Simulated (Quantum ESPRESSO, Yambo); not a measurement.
Planning a run of Quantum ESPRESSO 7.5 on CdWO4 (P2/c). The input:

```
&control
  calculation = 'nscf'
  prefix = 'x'
  outdir = 'o'
  pseudo_dir = 'pseudo'
/
&system
  ibrav = 0
  nat = 12
  ntyp = 3
  ecutwfc = 94.0
  nbnd = 216
  force_symmorphic = .true.
/
&electrons
  conv_thr = 1e-9
  electron_maxstep = 80
  diago_full_acc = .true.
  diago_thr_init = 5e-6
/
ATOMIC_SPECIES
  Cd 112.41 Cd.upf
  W 183.84 W.upf
  O 15.999 O.upf
CELL_PARAMETERS angstrom
  4.9896000000 -0.0000000000 0.0000000000
  -0.0000000000 5.8113990000 -0.0000000000
  -0.1296477450 -0.0000000000 5.0315889760
ATOMIC_POSITIONS crystal
  Cd 0.5000000000 0.6972900000 0.2500000000
  Cd 0.5000000000 0.3027100000 0.7500000000
  W 0.0000000000 0.1785500000 0.2500000000
  W 0.0000000000 0.8214500000 0.7500000000
  O 0.2018000000 0.0955000000 0.9504000000
  O 0.7982000000 0.0955000000 0.5496000000
  O 0.7982000000 0.9045000000 0.0496000000
  O 0.2018000000 0.9045000000 0.4504000000
  O 0.2420000000 0.3703000000 0.3839000000
  O 0.7580000000 0.3703000000 0.1161000000
  O 0.7580000000 0.6297000000 0.6161000000
  O 0.2420000000 0.6297000000 0.8839000000
K_POINTS automatic
  4 2 2 0 0 0
```

```sh
OMP_NUM_THREADS=1 mpirun -n 8 pw.x -nk 4 -in pw.in > pw.out
```

How long will it take on 8 MPI ranks of Arm Neoverse V2, shared host, and how much memory?

It took 74 s; on shared hardware allow 37 s to 2.5 min. Peak host memory was 1.7 GiB.

[Paths, hosts, dates, memory and timing lines, banners, echoed tables and standing remarks are left out of the program output.]

[Logs are printed without paths, hosts, clocks, repeated set-up lines and the standing remarks that a program may print on its own settings, such as how far it seeks lower states.]

[Runs of the session that timed out or met a known fault of the program may be left out.]

[Hosts, paths, dates, database ids (printed as entryN), source tags and the programs' standing remarks are cut or masked in the printed files.]
